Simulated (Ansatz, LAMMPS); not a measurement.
# Elastic response of Ga2O3 with crystalline order left by the classical run (65 atoms), part 3 of 3

How stiff is Ga2O3 with crystalline order left by the classical run (65 atoms), and how do its levels respond to strain?

Ansatz 0.2.0; Kohn-Sham DFT, PBEsol, PAW (set soft_1), plane waves.

The cell: 26 Ga and 39 O. The quench rate of 100 K/ps is orders of magnitude faster than experiment. The starting topology of bonds comes from the classical model. The Brillouin zone is sampled at Γ only.

So far. Step 7 (Volume -6 %): The relaxation converged after 7 steps, 0.762 eV below its start, with a largest force component of 0.025 eV/Å. Step 7 (Volume -6 %): Volume -6 %: the energy stands 0.946 eV above that of the reference, at a pressure of 8.71 GPa.

### 8. Volume +6 %

The relaxed cell is scaled to another volume.

File input.yaml:

```yaml
crystal:
  lattice:
    - [8.92918, 0.11552, -0.14161]
    - [0.11552, 9.15809, 0.10855]
    - [-0.14161, 0.10855, 9.05508]
  atoms:
    [... the 65 atom lines of step 4 ...]
kpoints:
  mp_grid: { grid: [1, 1, 1] }
hamiltonian:
  xc: pbesol
  pseudopotentials: { kind: paw, azcp: { folder: soft_1 }, xc_functional: pbe }
scf:
  occupations: { method: fixed }
output:
  forces: true
  eigenvalues: true
  stress: true
relax:
  f_tol: 0.05
  max_steps: 70
```

Launch:

```sh
ansatz run input.yaml --threads 4 --pin off --max-ram 8192MiB --backend cpu --events-out ev --progress --plain --runs-dir out
```

Numbers of over 12 decimals in the logs are rounded to 6 here.

The log of the run:

```text
[...]
Crystal: 65 atoms, lattice volume = 740.059 Å³
Basis set: ecut = 420 eV, 14467 PW (Γ), exchange–correlation on 120×128×128 points (8 copies of the dense FFT grid, shifted against one another)
Bands: 351, of which v1, the nominal top of the filled ones, is band 286 counted from 1 (285 counted from 0)
Symmetry: 1 space group operations
[...]
k-points: 1
[...]
SCF iter   1: F=—  HF=-119229.182221 eV  |F-HF|=—  |Δ(HF+E_count)|=         —  Δρ=1.10e-1  dr2=4.02e1  ethr=3.10e-3  ⟨swp⟩=4.0  Hψ=945  notcnv=0  defer=58
[...]
SCF iter   9: F=—  HF=-119214.747379 eV  |F-HF|=—  |Δ(HF+E_count)|=   1.25e-4  Δρ=9.13e-5  dr2=5.31e-5  ethr=1.80e-8  ⟨swp⟩=2.0  Hψ=579  notcnv=0  defer=63
SCF iter  10: F=-119214.747377 eV  HF=-119214.747374 eV  |F-HF|=3.27e-6  |Δ(HF+E_count)|=   4.47e-6  Δρ=2.00e-5  dr2=3.24e-6  ethr=9.28e-9  ⟨swp⟩=10.0  Hψ=1577  notcnv=0
SCF 1 converged in 10 iterations: F = -119214.747377 eV  dr2 = 3.24e-6
[...]
relax step   1: F+E_penalty+E_count = -119214.74737738 eV  Δ(F+E_penalty+E_count) = +0.000e0 eV  max|allowed force component| = 3.820e-1 eV/Å  Δτ_max = 0.0000 Å  (10 SCF iters, dr2 threshold 6.25e-5 eV, accepted)
[...]
relax step   2: F+E_penalty+E_count = -119214.95014499 eV  Δ(F+E_penalty+E_count) = -2.028e-1 eV  max|allowed force component| = 2.607e-1 eV/Å  Δτ_max = 0.0470 Å  (6 SCF iters, dr2 threshold 9.12e-6 eV, accepted)
[...]
relax step   3: F+E_penalty+E_count = -119215.13080491 eV  Δ(F+E_penalty+E_count) = -1.807e-1 eV  max|allowed force component| = 2.420e-1 eV/Å  Δτ_max = 0.0880 Å  (8 SCF iters, dr2 threshold 4.25e-6 eV, accepted)
relax step   4: F+E_penalty+E_count = -119215.26770938 eV  Δ(F+E_penalty+E_count) = -1.369e-1 eV  max|allowed force component| = 9.602e-2 eV/Å  Δτ_max = 0.2000 Å  (8 SCF iters, dr2 threshold 2.73e-5 eV, accepted)
relax step   5: F+E_penalty+E_count = -119215.31082207 eV  Δ(F+E_penalty+E_count) = -4.311e-2 eV  max|allowed force component| = 8.175e-2 eV/Å  Δτ_max = 0.2000 Å  (10 SCF iters, accepted)
relax step   6: F+E_penalty+E_count = -119215.33641339 eV  Δ(F+E_penalty+E_count) = -2.559e-2 eV  max|allowed force component| = 6.219e-2 eV/Å  Δτ_max = 0.2000 Å  (10 SCF iters, accepted)
relax step   7: F+E_penalty+E_count = -119215.33770928 eV  Δ(F+E_penalty+E_count) = -1.296e-3 eV  max|allowed force component| = 9.341e-2 eV/Å  Δτ_max = 0.0420 Å  (9 SCF iters, accepted)
relax step   8: F+E_penalty+E_count = -119215.37090964 eV  Δ(F+E_penalty+E_count) = -3.320e-2 eV  max|allowed force component| = 1.660e-1 eV/Å  Δτ_max = 0.2000 Å  (8 SCF iters, dr2 threshold 5.05e-6 eV, accepted)
relax step   9: F+E_penalty+E_count = -119215.29810924 eV  Δ(F+E_penalty+E_count) = +7.280e-2 eV  max|allowed force component| = 6.174e-1 eV/Å  Δτ_max = 0.1950 Å  (7 SCF iters, dr2 threshold 2.76e-5 eV, rejected (line search))
[...]
relax step  10: F+E_penalty+E_count = -119215.39211451 eV  Δ(F+E_penalty+E_count) = -2.120e-2 eV  max|allowed force component| = 2.473e-2 eV/Å  Δτ_max = 0.0836 Å  (9 SCF iters, accepted)
SCF converged after 9 iterations
Free energy (F): -119215.392115 eV
[...]
Internal energy: -119215.392115 eV  (E = F + TS)
E sigma→0 (E₀):  -119215.392115 eV
Fermi energy:    6.964154 eV
[...]
Σ components = -119215.392115   (vs F -119215.392115, Δ=0.00e0)
--- Forces (eV/Å), atoms counted from 1 ---
  atom   1  Ga     0.00413821     0.01315360     0.00766490
  atom   2  Ga     0.00265586    -0.00385571    -0.00344704
  atom   3  Ga     0.00505703     0.02216177     0.00189454
  atom   4  Ga     0.00101703     0.02269748    -0.00132148
[...]
atom  65  O     -0.01144951     0.01730453    -0.00104552
  max |Σ_I F_I| component: 3.39e-5 eV/Å
--- Stress (GPa, compression-positive) ---
       -5.196867      -0.473145       0.494791
       -0.473145      -5.946913      -0.044498
        0.494791      -0.044498      -5.514972
  P = ⅓ Tr σ = -5.5529 GPa (-55.529 kbar)
--- Band table (eV) ---
[...]
--- Relaxed structure (10 steps of the walk, 9 accepted, 0 SCFs on fresh bases) ---
  F+E_penalty+E_count = -119215.39211451 eV   max|allowed force component| = 2.473e-2 eV/Å
  atoms:
    - { symbol: Ga, position: [0.827437, 0.928330, 0.841119] }
    - { symbol: Ga, position: [0.382955, 0.152407, 0.512000] }
    - { symbol: Ga, position: [0.896683, 0.637187, 0.979499] }
    - { symbol: Ga, position: [0.599719, 0.461181, 0.110093] }
[...]
- { symbol: O, position: [-0.0090473, 0.983803, 0.402741] }
```

Elapsed: 93 s, on 4 threads of Arm Neoverse V2, shared host; peak memory 1.1 GiB.

The relaxation converged after 10 steps, 0.645 eV below its start, with a largest force component of 0.025 eV/Å.

Volume +6 %: the energy stands 0.723 eV above that of the reference, at a pressure of -5.55 GPa.

### 9. Volume -10 %

The relaxed cell is scaled to another volume.

Input and log are left out; they have the form of those shown for this kind of step.

Elapsed: 59 s, on 4 threads of Arm Neoverse V2, shared host; peak memory 0.95 GiB; 3.6 min of CPU time.

The relaxation converged after 8 steps, 1.97 eV below its start, with a largest force component of 0.026 eV/Å.

Volume -10 %: the energy stands 3.17 eV above that of the reference, at a pressure of 17.2 GPa.

### 10. Stretched by 1 % along x

The relaxed cell is strained along x alone, which gives the stiffness along x and its coupling to y and z.

input.yaml, the sections that differ from step 8:

```yaml
crystal:
  lattice:
    - [8.84499, 0.1133, -0.13889]
    - [0.11443, 8.98193, 0.10646]
    - [-0.14028, 0.10646, 8.8809]
  atoms:
    [... the 65 atom lines of step 4 ...]
# kpoints, hamiltonian, scf, output, relax: as in step 8
```

The log of the run:

```text
[...]
Crystal: 65 atoms, lattice volume = 705.150 Å³
Basis set: ecut = 420 eV, 13767 PW (Γ), exchange–correlation on 120×128×120 points (8 copies of the dense FFT grid, shifted against one another)
Bands: 351, of which v1, the nominal top of the filled ones, is band 286 counted from 1 (285 counted from 0)
Symmetry: 1 space group operations
[...]
k-points: 1
[...]
SCF iter   1: F=—  HF=-119230.868432 eV  |F-HF|=—  |Δ(HF+E_count)|=         —  Δρ=1.14e-1  dr2=4.23e1  ethr=3.10e-3  ⟨swp⟩=4.0  Hψ=968  notcnv=0  defer=58
[...]
SCF iter   8: F=—  HF=-119216.049937 eV  |F-HF|=—  |Δ(HF+E_count)|=   2.81e-4  Δρ=9.91e-5  dr2=6.87e-5  ethr=3.86e-7  ⟨swp⟩=2.0  Hψ=578  notcnv=0  defer=63
SCF iter   9: F=-119216.050009 eV  HF=-119216.050014 eV  |F-HF|=4.81e-6  |Δ(HF+E_count)|=   7.70e-5  Δρ=4.44e-5  dr2=1.26e-5  ethr=1.09e-8  ⟨swp⟩=12.0  Hψ=1575  notcnv=0
SCF 1 converged in 9 iterations: F = -119216.050009 eV  dr2 = 1.26e-5
[...]
relax step   1: F+E_penalty+E_count = -119216.05000885 eV  Δ(F+E_penalty+E_count) = +0.000e0 eV  max|allowed force component| = 1.714e-1 eV/Å  Δτ_max = 0.0000 Å  (9 SCF iters, dr2 threshold 6.25e-5 eV, accepted)
[...]
relax step   2: F+E_penalty+E_count = -119216.06168239 eV  Δ(F+E_penalty+E_count) = -1.167e-2 eV  max|allowed force component| = 1.058e-1 eV/Å  Δτ_max = 0.0106 Å  (8 SCF iters, accepted)
[...]
relax step   3: F+E_penalty+E_count = -119216.07023768 eV  Δ(F+E_penalty+E_count) = -8.555e-3 eV  max|allowed force component| = 5.994e-2 eV/Å  Δτ_max = 0.0121 Å  (8 SCF iters, accepted)
[...]
relax step   4: F+E_penalty+E_count = -119216.07656826 eV  Δ(F+E_penalty+E_count) = -6.331e-3 eV  max|allowed force component| = 2.880e-2 eV/Å  Δτ_max = 0.0416 Å  (8 SCF iters, accepted)
SCF converged after 8 iterations
Free energy (F): -119216.076568 eV
[...]
Internal energy: -119216.076568 eV  (E = F + TS)
E sigma→0 (E₀):  -119216.076568 eV
Fermi energy:    7.899122 eV
[...]
Σ components = -119216.076568   (vs F -119216.076568, Δ=0.00e0)
--- Forces (eV/Å), atoms counted from 1 ---
  atom   1  Ga    -0.00088276     0.00848171    -0.00714312
  atom   2  Ga     0.00320691    -0.00612507     0.00914444
  atom   3  Ga     0.01491756    -0.01306073     0.01202695
  atom   4  Ga     0.00754859    -0.00723453    -0.00551430
[...]
atom  65  O     -0.00860029     0.01311961     0.00571275
  max |Σ_I F_I| component: 5.71e-5 eV/Å
--- Stress (GPa, compression-positive) ---
       -1.805137      -0.064215      -0.101760
       -0.064215      -0.803679       0.041102
       -0.101760       0.041102      -0.924558
  P = ⅓ Tr σ = -1.1778 GPa (-11.778 kbar)
--- Band table (eV) ---
[...]
--- Relaxed structure (4 steps of the walk, 4 accepted, 0 SCFs on fresh bases) ---
  F+E_penalty+E_count = -119216.07656826 eV   max|allowed force component| = 2.880e-2 eV/Å
  atoms:
    - { symbol: Ga, position: [0.831608, 0.955742, 0.838231] }
    - { symbol: Ga, position: [0.372817, 0.152434, 0.508893] }
    - { symbol: Ga, position: [0.874787, 0.657627, 0.985538] }
    - { symbol: Ga, position: [0.594956, 0.450777, 0.115646] }
[...]
- { symbol: O, position: [0.00211931, 0.968457, 0.403399] }
```

Run time: 36 s. Hardware: 4 threads; peak memory 1 GiB.

The relaxation converged after 4 steps, 0.0266 eV below its start, with a largest force component of 0.029 eV/Å.

Stretched by 1 % along x: the energy stands 0.0389 eV above that of the reference, at a pressure of -1.18 GPa.

### 11. Compressed by 1 % along x

The relaxed cell is strained along x alone, which gives the stiffness along x and its coupling to y and z.

input.yaml, the sections that differ from step 10:

```yaml
crystal:
  lattice:
    - [8.66985, 0.1133, -0.13889]
    - [0.11217, 8.98193, 0.10646]
    - [-0.1375, 0.10646, 8.8809]
  atoms:
    [... the 65 atom lines of step 4 ...]
# kpoints, hamiltonian, scf, output, relax: as in step 10
```

The log of the run:

```text
[...]
Crystal: 65 atoms, lattice volume = 691.187 Å³
Basis set: ecut = 420 eV, 13495 PW (Γ), exchange–correlation on 120×128×120 points (8 copies of the dense FFT grid, shifted against one another)
Bands: 351, of which v1, the nominal top of the filled ones, is band 286 counted from 1 (285 counted from 0)
Symmetry: 1 space group operations
[...]
k-points: 1
[...]
SCF iter   1: F=—  HF=-119231.045242 eV  |F-HF|=—  |Δ(HF+E_count)|=         —  Δρ=1.16e-1  dr2=4.33e1  ethr=3.10e-3  ⟨swp⟩=4.0  Hψ=975  notcnv=0  defer=58
[...]
SCF iter   8: F=—  HF=-119216.046156 eV  |F-HF|=—  |Δ(HF+E_count)|=   3.16e-4  Δρ=1.02e-4  dr2=6.99e-5  ethr=3.40e-7  ⟨swp⟩=2.0  Hψ=578  notcnv=0  defer=63
SCF iter   9: F=-119216.046223 eV  HF=-119216.046226 eV  |F-HF|=2.79e-6  |Δ(HF+E_count)|=   6.97e-5  Δρ=4.11e-5  dr2=1.06e-5  ethr=1.09e-8  ⟨swp⟩=12.0  Hψ=1569  notcnv=0
SCF 1 converged in 9 iterations: F = -119216.046223 eV  dr2 = 1.06e-5
[...]
relax step   1: F+E_penalty+E_count = -119216.04622318 eV  Δ(F+E_penalty+E_count) = +0.000e0 eV  max|allowed force component| = 1.946e-1 eV/Å  Δτ_max = 0.0000 Å  (9 SCF iters, dr2 threshold 6.25e-5 eV, accepted)
[...]
relax step   2: F+E_penalty+E_count = -119216.05862958 eV  Δ(F+E_penalty+E_count) = -1.241e-2 eV  max|allowed force component| = 1.149e-1 eV/Å  Δτ_max = 0.0101 Å  (8 SCF iters, accepted)
[...]
relax step   3: F+E_penalty+E_count = -119216.06744365 eV  Δ(F+E_penalty+E_count) = -8.814e-3 eV  max|allowed force component| = 5.471e-2 eV/Å  Δτ_max = 0.0119 Å  (8 SCF iters, accepted)
[...]
relax step   4: F+E_penalty+E_count = -119216.07199241 eV  Δ(F+E_penalty+E_count) = -4.549e-3 eV  max|allowed force component| = 2.217e-2 eV/Å  Δτ_max = 0.0339 Å  (8 SCF iters, accepted)
SCF converged after 8 iterations
Free energy (F): -119216.071992 eV
[...]
Internal energy: -119216.071992 eV  (E = F + TS)
E sigma→0 (E₀):  -119216.071992 eV
Fermi energy:    8.182079 eV
[...]
Σ components = -119216.071992   (vs F -119216.071992, Δ=0.00e0)
--- Forces (eV/Å), atoms counted from 1 ---
  atom   1  Ga    -0.00521552    -0.00765537     0.00805920
  atom   2  Ga    -0.00442643     0.00217077    -0.00442063
  atom   3  Ga    -0.01194304    -0.00320404    -0.01680322
  atom   4  Ga    -0.00788844     0.00866196     0.00366529
[...]
atom  65  O      0.00335314    -0.00675812     0.00556660
  max |Σ_I F_I| component: 4.47e-5 eV/Å
--- Stress (GPa, compression-positive) ---
        2.069306       0.080151       0.084625
        0.080151       0.959022      -0.027783
        0.084625      -0.027783       1.037032
  P = ⅓ Tr σ = 1.3551 GPa (13.551 kbar)
--- Band table (eV) ---
[...]
--- Relaxed structure (4 steps of the walk, 4 accepted, 0 SCFs on fresh bases) ---
  F+E_penalty+E_count = -119216.07199241 eV   max|allowed force component| = 2.217e-2 eV/Å
  atoms:
    - { symbol: Ga, position: [0.834371, 0.960023, 0.839478] }
    - { symbol: Ga, position: [0.373366, 0.154405, 0.509572] }
    - { symbol: Ga, position: [0.874569, 0.657805, 0.983042] }
    - { symbol: Ga, position: [0.594340, 0.451461, 0.117047] }
[...]
- { symbol: O, position: [-0.000723503, 0.966374, 0.404669] }
```

The job ended after 34 s (4 threads; peak memory 1 GiB; 2.1 min of CPU time).

The relaxation converged after 4 steps, 0.0258 eV below its start, with a largest force component of 0.022 eV/Å.

Compressed by 1 % along x: the energy stands 0.0435 eV above that of the reference, at a pressure of 1.36 GPa.

### 12. Sheared by 2 % in xy

A shear of the relaxed cell gives the modulus that volume changes can't reach.

input.yaml, the sections that differ from step 11:

```yaml
crystal:
  lattice:
    - [8.75855, 0.20087, -0.13889]
    - [0.20312, 8.98306, 0.10646]
    - [-0.13783, 0.10507, 8.8809]
  atoms:
    [... the 65 atom lines of step 4 ...]
# kpoints, hamiltonian, scf, output, relax: as in step 11
```

The log of the run:

```text
[...]
Crystal: 65 atoms, lattice volume = 698.098 Å³
Basis set: ecut = 420 eV, 13635 PW (Γ), exchange–correlation on 120×128×120 points (8 copies of the dense FFT grid, shifted against one another)
Bands: 351, of which v1, the nominal top of the filled ones, is band 286 counted from 1 (285 counted from 0)
Symmetry: 1 space group operations
[...]
k-points: 1
[...]
SCF iter   1: F=—  HF=-119230.917740 eV  |F-HF|=—  |Δ(HF+E_count)|=         —  Δρ=1.15e-1  dr2=4.29e1  ethr=3.10e-3  ⟨swp⟩=4.0  Hψ=970  notcnv=0  defer=58
[...]
SCF iter   9: F=-119216.017778 eV  HF=-119216.017782 eV  |F-HF|=3.83e-6  |Δ(HF+E_count)|=   7.16e-5  Δρ=4.24e-5  dr2=1.14e-5  ethr=1.09e-8  ⟨swp⟩=12.0  Hψ=1567  notcnv=0
SCF 1 converged in 9 iterations: F = -119216.017778 eV  dr2 = 1.14e-5
[...]
relax step   1: F+E_penalty+E_count = -119216.01777828 eV  Δ(F+E_penalty+E_count) = +0.000e0 eV  max|allowed force component| = 3.276e-1 eV/Å  Δτ_max = 0.0000 Å  (9 SCF iters, dr2 threshold 6.25e-5 eV, accepted)
[...]
relax step   2: F+E_penalty+E_count = -119216.03879195 eV  Δ(F+E_penalty+E_count) = -2.101e-2 eV  max|allowed force component| = 1.873e-1 eV/Å  Δτ_max = 0.0117 Å  (5 SCF iters, dr2 threshold 6.71e-6 eV, accepted)
[...]
relax step   3: F+E_penalty+E_count = -119216.05189227 eV  Δ(F+E_penalty+E_count) = -1.310e-2 eV  max|allowed force component| = 4.881e-2 eV/Å  Δτ_max = 0.0111 Å  (7 SCF iters, accepted)
SCF converged after 7 iterations
Free energy (F): -119216.051892 eV
[...]
Internal energy: -119216.051892 eV  (E = F + TS)
E sigma→0 (E₀):  -119216.051892 eV
Fermi energy:    8.059705 eV
[...]
--- Forces (eV/Å), atoms counted from 1 ---
  atom   1  Ga    -0.01650469    -0.01565684    -0.02195249
  atom   2  Ga     0.00001400     0.02228243     0.01618471
  atom   3  Ga     0.00313320     0.02191042     0.00542897
  atom   4  Ga     0.00114261    -0.00169404     0.00494147
  atom   5  Ga     0.01137001     0.03400021    -0.00008538
  atom   6  Ga    -0.02086471     0.02428043    -0.00543938
  atom   7  Ga     0.02517395    -0.02250534    -0.00128580
  atom   8  Ga     0.00440919    -0.00570308     0.01666200
  atom   9  Ga    -0.01406670    -0.00928629     0.01257391
  atom  10  Ga    -0.00965217    -0.00009528    -0.00894614
  atom  11  Ga    -0.02064940    -0.02547536     0.02169870
  atom  12  Ga    -0.03516501    -0.01858242     0.01144856
  atom  13  Ga     0.04030529     0.01549337    -0.01247724
  atom  14  Ga     0.01355209    -0.01291536    -0.00200288
[...]
atom  64  O     -0.02591391     0.00246689    -0.00647501
  atom  65  O      0.02766384     0.01873684    -0.00965296
  max |Σ_I F_I| component: 6.40e-5 eV/Å
--- Stress (GPa, compression-positive) ---
       -0.065018      -1.537083       0.024755
       -1.537082       0.384892       0.022148
        0.024755       0.022148       0.145277
  P = ⅓ Tr σ = 0.1551 GPa (1.551 kbar)
--- Band table (eV) ---
[...]
--- Relaxed structure (3 steps of the walk, 3 accepted, 0 SCFs on fresh bases) ---
  F+E_penalty+E_count = -119216.05189227 eV   max|allowed force component| = 4.881e-2 eV/Å
  atoms:
    - { symbol: Ga, position: [0.833237, 0.957630, 0.838803] }
    - { symbol: Ga, position: [0.371918, 0.154770, 0.509049] }
    - { symbol: Ga, position: [0.874571, 0.658007, 0.983638] }
    - { symbol: Ga, position: [0.594074, 0.451645, 0.116436] }
[...]
- { symbol: O, position: [0.000807089, 0.966365, 0.404790] }
```

Run time: 24 s. Hardware: 4 threads; peak memory 1 GiB.

The relaxation converged after 3 steps, 0.0341 eV below its start, with a largest force component of 0.049 eV/Å.

Sheared by 2 % in xy: the energy stands 0.0636 eV above that of the reference, at a pressure of 0.155 GPa.

### 13. Pressure against volume

Atoms are relaxed at each volume, in the scaled cell.

```
volume change (%)  volume (Å³/atom)  energy change (meV/atom)  pressure (GPa)  largest move on relaxing (Å)  bonds  gap (eV)
              -10             9.667                     48.80           17.17                          0.56    143                2.31
               -6            10.097                     14.55            8.71                          0.59    139                2.05
               -3            10.419                      3.69            3.91                          0.19    138                1.96
               +0            10.741                      0.00            0.01                             -    137                1.82
               +3            11.063                      3.33           -3.26                          0.14    136                1.67
               +6            11.386                     11.13           -5.55                          0.75    134                1.83
```

### 14. Uniaxial strain and shear

Stress (GPa, compression positive) less that of the relaxed cell, atoms relaxed:

```
                   strain      xx      yy      zz      xy  energy change (meV/atom)
 stretched by 1 % along x  -1.801  -0.829  -0.933  -0.073                      0.60
compressed by 1 % along x   2.074   0.934   1.028   0.071                      0.67
     sheared by 2 % in xy  -0.061   0.360   0.136  -1.546                      0.98
```

### 15. Outcome

The bulk modulus, from the slope of pressure against ln V over the three points nearest the relaxed volume, is 119 GPa; a quadratic over all points gives a pressure derivative of about 7.3. The count of bonds runs from 134 to 143 over the series, so at some points contacts cross the cutoffs. At -10 %, -6 % and +6 % some atom moved by over 0.5 Å on relaxing, so those points may sit in another local minimum. The gap goes from 2.31 eV at the smallest volume to 1.83 eV at the largest, -3.4 eV per unit of ln V by a straight line, not monotonically (lowest 1.67, highest 2.31 eV), on the run's k-points. In the Cartesian axes of the cell, finite differences give C11 = 194, C12 = 88.1, C13 = 98.1 and C66 = 77.3 GPa (the shear of 2 % is the engineering strain, εxy = 0.01). The mean of C11, C12 and C13, which equals the bulk modulus in a cubic or isotropic solid, is 127 GPa: it agrees with the bulk modulus within 10 %. For an isotropic solid C66 would equal (C11 − C12)/2 = 52.8 GPa; so small a sample needn't be isotropic, and C66 rests on one shear. The two differ too much for isotropic moduli to be formed.

**Limits.** Strains are finite and relaxations stop at the force tolerance of the input, which can leave moduli too stiff; they are those of a static cell at zero temperature. Volumes are changed with the cell's shape held, so in an anisotropic solid the modulus lies over the one under free hydrostatic load. The program notes that the SCF threshold of the relaxations is loose for the stress.

The DFT runs together took 8.9 min of wall time.

[Logs are printed without paths, hosts, clocks, repeated set-up lines and the standing remarks that a program may print on its own settings, such as how far it seeks lower states.]

[Hosts, paths, dates, database ids (printed as entryN), source tags and the programs' standing remarks are cut or masked in the printed files.]
